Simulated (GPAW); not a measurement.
**SiO2 (P4_2/mnm): how ε∞ follows the gap**

The empty bands of SiO2 (P4_2/mnm) are shifted up rigidly by Δ, and ε∞ along x is computed for each shift. x, y and z are the Cartesian axes of the input cell.

The structure is tetragonal, space group P4_2/mnm (No. 136). Conventional cell: a = 4.177 Å, b = 4.177 Å, c = 2.665 Å, α = 90.00°, β = 90.00°, γ = 90.00°. Si on site a is surrounded by 6 O at 1.76 to 1.81 Å. O on site f has 3 Si at 1.76 to 1.81 Å as nearest neighbours.

Method: GPAW 26.7.0, PBE, RPA, k-mesh 8×8×12, local fields up to 70 eV, Lorentzian half width 0.12 eV.

Launch of the response step: `OMP_NUM_THREADS=1 python df.py`. The series took 7.8 min in all, its band step included, on 1 thread of Arm Neoverse V1, with other jobs on the host.

```tsv
Δ (eV)	ε∞ along x
0.00	3.204
0.25	3.167
0.50	3.130
0.75	3.095
1.00	?
1.50	2.996
2.00	2.936
3.00	2.827
```

With one effective transition at E₀ and fixed dipole strength, ε∞ − 1 = A/(E₀ + Δ), so 1/(ε∞ − 1) is linear in Δ.

Working, on the rows shown:

| x = Δ (eV) | y = 1/(ε∞ − 1) |
| --- | --- |
| 0 | 0.453721 |
| 0.25 | 0.461467 |
| 0.5 | 0.469484 |
| 0.75 | 0.477327 |
| 1.5 | 0.501002 |
| 2 | 0.516529 |
| 3 | 0.547345 |

Means: x̄ = 1.1429, ȳ = 0.48955. Σ(x − x̄)(y − ȳ) = 0.2183, Σ(x − x̄)² = 6.982. Slope = 0.2183 / 6.982 = 0.03126; intercept = ȳ − slope · x̄ = 0.45383. Turned back into ε∞ along x, the line misses the rows shown by at most 0.0011.

Fill in the last column of the withheld row.

At x = 1 the line gives y = 0.48509, that is 3.061. The run gave 3.061, so the interpolation holds to the digits printed.

Refitted with all rows, the slope is 0.03126 and the intercept 0.45384. These give E₀ = intercept/slope = 14.5 eV, far above the least direct gap of 5.66 eV: most of the screening comes from transitions well over the edge. Over the first step ε∞ falls by 5 % per eV. Excitons are left out; PBE gaps are as a rule too small. The values come from a sum over the points of one k-mesh and carry its error, which grows as the direct gap shrinks. This version of GPAW has incomplete matrix elements in the optical limit, which can lower ε − 1 by up to a tenth where first-row anions or d states rule.

[Logs are printed without paths, hosts, clocks, repeated set-up lines and the standing remarks that a program may print on its own settings, such as how far it seeks lower states.]
